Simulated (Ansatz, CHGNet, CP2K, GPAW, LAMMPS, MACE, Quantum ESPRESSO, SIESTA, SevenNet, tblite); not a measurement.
## Running glassy 60SiO2-7Al2O3-17Li2O-17SrO (mol %) (89 atoms) with tblite

Aim: run glassy 60SiO2-7Al2O3-17Li2O-17SrO (mol %) (89 atoms) in tblite and see how near its forces come to a plane-wave reference, and at what cost.

Calculated with tblite 0.8.0; the method is named at each step.

## (1) The structure

The cell holds 89 atoms: 18 Si, 4 Al, 10 Li, 5 Sr and 52 O. Its edges and angles: a = 10.427 Å, b = 10.427 Å, c = 10.427 Å, α = 90.0°, β = 90.0°, γ = 90.0°. 89 atoms (18 Si, 4 Al, 10 Li, 5 Sr, 52 O) placed at random at 2.76 g/cm³, melted at 4000 K for 10 ps at fixed volume with the Morse and Coulomb pair potential with partial charges (Pedone, Malavasi, Menziani, Cormack and Segre, J. Phys. Chem. B 110, 11780 (2006)). Quenched from 4000 K to 300 K at 50 K/ps and fixed volume, held 10 ps at zero pressure.

The yardstick, on the same geometry:

```
method                                           : Kohn-Sham DFT, PBE, PAW, plane waves (Ansatz 0.2.0); cutoff 420 eV, Γ point, fermi-dirac smearing of 0.05 eV; PAW set soft_2
r.m.s. force component                           : 1.436 eV/Å
longest force                                    : 6.462 eV/Å
pressure                                         : 4.327 GPa
gap (highest filled to lowest empty level) : 2.464 eV
SCF cycles                                       : 9
time                                             : 12 s on 4 threads of Arm Neoverse V2, shared host
CPU time                                         : 45 s
```

## (2) GFN1-xTB

Method: GFN1-xTB tight binding, diagonalisation.

File run.py:

```python
import numpy as np
from ase.io import read
from tblite.ase import TBLite

atoms = read("structure.xyz")
atoms.calc = TBLite(method="GFN1-xTB", electronic_temperature=580, accuracy=1.0, max_iterations=250, mixer_damping=0.4, verbosity=1)
energy = atoms.get_potential_energy()
forces = atoms.get_forces()
print(f"energy {energy:.6f} eV")
print("forces (eV/A)")
for i, (a, f) in enumerate(zip(atoms, forces)):
    print(f"{i:4d} {a.symbol:2s} {f[0]:10.5f} {f[1]:10.5f} {f[2]:10.5f}")
stress = -atoms.get_stress(voigt=False) * 160.21766
print("stress (GPa, compression positive)")
for row in stress:
    print(" ".join(f"{x:10.4f}" for x in row))
print("charges (e)")
print(np.array2string(atoms.get_charges(), precision=4, suppress_small=True, max_line_width=110, threshold=100000))
```

File structure.xyz:

```xyz
89
Lattice="10.42707 0.00000 0.00000 0.00000 10.42707 0.00000 0.00000 0.00000 10.42707" Properties=species:S:1:pos:R:3 pbc="T T T"
Si 4.05519 0.43387 0.85398
Si 3.09674 2.02462 5.90214
Si 7.29019 3.02197 7.90455
Si 7.70321 7.30708 9.14120
Si 4.84098 0.20281 3.99805
Si 9.05695 2.73471 1.58648
Si 7.02263 7.49435 3.08787
Si 5.31113 4.93440 2.72511
Si 7.04422 7.86284 6.28127
Si 2.51657 4.13089 3.66814
Si 1.53372 1.85122 1.65415
Si 1.21528 8.66938 6.26719
Si 4.10065 8.06774 5.61811
Si 6.96445 4.51586 0.10281
Si 0.83542 9.49906 3.21894
Si 0.27726 2.32107 6.76435
Si 2.47820 5.52770 10.02761
Si 6.82942 4.65433 5.28746
Al 2.42940 8.24844 1.03478
Al 10.28537 9.03589 9.37738
Al 9.87141 4.32317 4.39584
Al 8.40453 0.21344 7.69695
Li 2.26591 8.53904 8.78793
Li 2.62283 2.48279 8.94538
Li 10.40893 3.52164 9.73336
Li 1.69805 6.69877 4.38187
Li 5.49590 8.45698 0.61207
Li 7.18373 0.98338 10.22739
Li 6.62275 0.67609 2.36611
Li 3.86114 7.30479 3.06379
Li 8.39525 9.71740 1.34885
Li 4.67612 2.93459 9.67570
Sr 10.30539 5.43647 7.71728
Sr 10.41164 6.24008 1.49816
Sr 8.70316 0.29008 4.28448
Sr 4.21994 5.04764 7.39748
Sr 5.10363 10.25075 8.04532
O 8.38691 4.93555 5.02126
O 4.54203 0.65273 2.43003
O 7.23430 6.02487 10.08798
O 6.42182 3.72330 9.20627
O 5.17162 0.98056 10.40288
O 5.37588 8.23551 6.56989
O 3.73623 9.33671 0.68631
O 7.60999 6.95590 7.57141
O 1.57824 1.54613 5.99869
O 6.00495 5.87941 5.76116
O 1.25021 0.55045 2.70562
O 0.77004 7.14202 6.15875
O 2.85243 8.82766 6.40441
O 7.88141 9.30939 6.74225
O 3.84988 2.18583 7.30156
O 9.43066 3.16451 3.13427
O 2.98642 3.40214 5.03534
O 7.25453 7.84554 4.67456
O 7.09823 1.43487 7.99037
[... 29 atom lines left out ...]
O 6.76602 8.74643 2.21210
O 3.97678 0.96586 5.08758
O 2.22868 2.87933 2.58143
O 9.04371 10.20560 9.36121
```

Started as:

```sh
OMP_NUM_THREADS=1 python run.py > output.txt
```

What it wrote:

```text
------------------------------------------------------------
  cycle        total energy    energy error   density error
------------------------------------------------------------
      1     -224.1648744823  -2.2537083E+02   1.0444721E+00
      2      7403.909492525   7.6280744E+03   3.6139062E+00
      3      5156.266965492  -2.2476425E+03   2.2461062E+00
      4     -47.56955726296  -5.2038365E+03   7.8409817E-01
      5      2694.470144463   2.7420397E+03   1.5899559E+00
      6     -52.71317020934  -2.7471833E+03   6.6258609E-01
      7     -291.4570893372  -2.3874392E+02   3.3960458E-01
      8     -298.8027552407  -7.3456659E+00   3.3580870E-01
      9     -298.9718369717  -1.6908173E-01   2.8873584E-01
     10     -296.7343518662   2.2374851E+00   2.1250090E-01
     11     -294.4657830977   2.2685688E+00   2.0335383E-01
     12     -297.3271466601  -2.8613636E+00   1.3321438E-01
     13     -298.6289721470  -1.3018255E+00   6.1167932E-02
     14     -296.5333860786   2.0955861E+00   5.3380718E-02
     15     -299.3269965337  -2.7936105E+00   4.5902368E-02
     16     -298.3804673729   9.4652916E-01   3.5690582E-02
     17     -299.4014542609  -1.0209869E+00   1.7828741E-02
     18     -299.5847099371  -1.8325568E-01   7.8599126E-03
     19     -299.6265458255  -4.1835888E-02   2.0387142E-03
     20     -299.6203290591   6.2167663E-03   2.9496352E-03
     21     -299.6241257501  -3.7966910E-03   2.1884855E-03
     22     -299.6277229066  -3.5971564E-03   1.3709386E-03
     23     -299.6297802765  -2.0573700E-03   3.3004082E-04
     24     -299.6298022454  -2.1968835E-05   1.5711325E-04
     25     -299.6298058181  -3.5727575E-06   1.0022604E-04
     26     -299.6298153901  -9.5719697E-06   2.4670881E-05
     27     -299.6298159377  -5.4756237E-07   1.0839245E-05
------------------------------------------------------------
 total:                                   5.052 sec
energy -8153.342586 eV
forces (eV/A)
   0 Si   -0.17506    0.35889    2.76680
   1 Si    0.37220   -0.14958    0.81260
   2 Si    0.57849    1.23760   -0.22191
   3 Si    2.16310   -0.85929    0.82925
   4 Si   -0.86309   -1.36905   -0.89704
   5 Si    1.95147   -0.13548    2.68015
   6 Si    2.10911   -1.93130   -0.11531
   7 Si    1.80764    1.91508    0.75580
   8 Si   -0.48374    0.52390    0.55234
   9 Si   -1.67311   -1.18488    0.06788
  10 Si   -1.18740   -2.63442    0.40544
  11 Si   -0.33987   -0.71452    0.51888
  12 Si    0.23587    2.09409   -0.85817
  13 Si    0.73649   -0.35936    0.22342
  14 Si    0.54142   -0.14626    0.76625
  15 Si   -0.94787   -1.10499   -0.85821
  16 Si    0.26462    3.15889   -2.75999
  17 Si   -0.09961   -0.54813   -0.86334
  18 Al   -0.87102   -0.04046    0.74106
  19 Al   -0.63902   -0.93094   -1.13831
  20 Al    0.16276   -0.14846   -0.86553
  21 Al    0.34943    0.01440    0.50928
  22 Li   -0.25956   -0.89688   -0.44848
  23 Li   -0.94577    0.25741   -0.50419
[...]
81 O    -0.63813   -1.45906    0.86006
  82 O    -0.94471    1.50001   -0.35978
  83 O     1.23961    0.07732    0.15699
  84 O    -0.91081   -0.87431   -1.48102
  85 O    -0.26530    4.56739   -3.03969
  86 O    -0.59120    0.26066    0.25629
  87 O     0.94571    2.15606    1.09065
  88 O    -0.66831    1.16585    0.13808
stress (GPa, compression positive)
   -9.5005    -0.6767    -0.7671
   -0.6767   -10.6158     0.4137
   -0.7671     0.4137   -13.1542
charges (e)
[ 0.8511  0.8762  0.8781  0.873   0.8739  0.8705  0.8712  0.9228  0.931   0.9093  0.9152  0.8687  0.882
  0.9036  0.8562  0.8784  0.7943  0.9034  0.9769  1.0008  1.0033  0.9992  0.8732  0.7894  0.8699  0.9059
  0.8382  0.8249  0.8509  0.9546  0.8079  0.8062  1.3299  1.3183  1.3257  1.3194  1.3149 -0.6317 -0.5576
 -0.5143 -0.6172 -0.8605 -0.588  -0.7411 -0.5282 -0.5241 -0.6581 -0.5016 -0.8235 -0.598  -0.7137 -0.8504
 -0.6757 -0.5092 -0.487  -0.7399 -0.4911 -0.7407 -0.7025 -0.6849 -0.6736 -0.83   -0.5578 -0.9108 -0.504
 -0.8072 -0.8633 -0.7988 -0.7463 -0.5619 -0.7839 -0.5405 -0.7821 -0.5333 -0.8224 -0.881  -0.8329 -0.5675
 -0.8145 -0.7489 -0.7384 -0.5385 -0.5333 -0.732  -0.4873 -0.837  -0.4806 -0.4605 -0.8612]
```

The job ended after 5.7 s (1 thread of Arm Neoverse V2, shared host; peak memory 0.14 GiB).

Banners, paths, timers and routine set-up lines are dropped from the logs unmarked, and long logs keep their key lines alone; longer cuts are marked.

Against the reference:

| Item | Value |
| --- | --- |
| r.m.s. force component | 1.6 eV/Å |
| r.m.s. difference of force components | 674 meV/Å |
| longest difference of force vectors | 2655 meV/Å |
| force difference over r.m.s. force | 46.95 % |
| slope of forces against the reference's | 1.011 |
| correlation of force components | 0.9071 |
| pressure | -11.09 GPa |
| pressure difference | -15.42 GPa |

Length of the force difference by element (eV/Å):

```
element  atoms  mean  most
     Al      4   1.2   1.7
     Li     10  0.42  0.93
      O     52   1.0   2.0
     Si     18   1.3   2.7
     Sr      5  0.78   1.7
```

A closer look about Al20, one of the 4 Al atoms: 9 atoms, nearest first, numbered in the order of the input, with positions taken from that point.

```
atom      x      y      z  distance (Å)  Mulliken charge (e)     Fx     Fy  Fz (eV/Å)
Al20   0.00   0.00   0.00          0.00                 1.00  -0.64  -0.93      -1.14
 O76   1.31  -0.24   1.06          1.70                -0.88   0.08  -0.10      -0.63
 O89  -1.24   1.17  -0.02          1.71                -0.86  -0.67   1.17       0.14
 O84  -0.96  -1.57   0.13          1.84                -0.73   1.24   0.08       0.16
 O59   0.80   0.19  -1.72          1.90                -0.70  -1.00   0.75       3.12
Li23   2.41  -0.50  -0.59          2.53                 0.87  -0.26  -0.90      -0.45
Al22  -1.88   1.60  -1.68          2.99                 1.00   0.35   0.01       0.51
 Si4  -2.58  -1.73  -0.24          3.12                 0.87   2.16  -0.86       0.83
Li31  -1.89   0.68   2.40          3.13                 0.81   0.51  -0.62       0.13
```

Atoms are counted from 1 here, from 0 in the log.

Forces lie 47 % from the reference's, at 0.12 times its CPU time (on 1 against 4 cores).

## (3) Results

```json
{
 "force difference from the reference": "tblite GFN1-xTB, 47 %",
 "its CPU time": "5.4 s"
}
```

In words: Tight binding differs by 47 % (tblite GFN1-xTB); it is another model, with fitted parameters of its own, and the xTB methods hold dispersion. One electronic-structure run takes under half the reference's CPU time: tblite GFN1-xTB, at 47 % in 5.4 s against 45 s; its pressure misses by -15.4 GPa. Periodic xTB results under one method name differ between programs and library versions. The quench rate of 50 K/ps is many orders above laboratory rates, so the cell is likely richer in defects and strain than a real sample. The network of bonds at the start is that of the classical potential that made the cell, and needn't be the one that DFT or experiment would give. The reference's stress is far from hydrostatic: its diagonal is 5.7, 5.4, 1.9 GPa, compression counted positive. The electronic-structure runs sample only Γ, in a cell whose shortest periodic width is 10 Å.

[Also dropped from logs without a mark: logging warnings of Python, and SIESTA's first energy breakdown and zero terms.]

[Logs are printed without paths, hosts, clocks, repeated set-up lines and the standing remarks that a program may print on its own settings, such as how far it seeks lower states.]

[Hosts, paths, dates, database ids (printed as entryN), source tags and the programs' standing remarks are cut or masked in the printed files.]
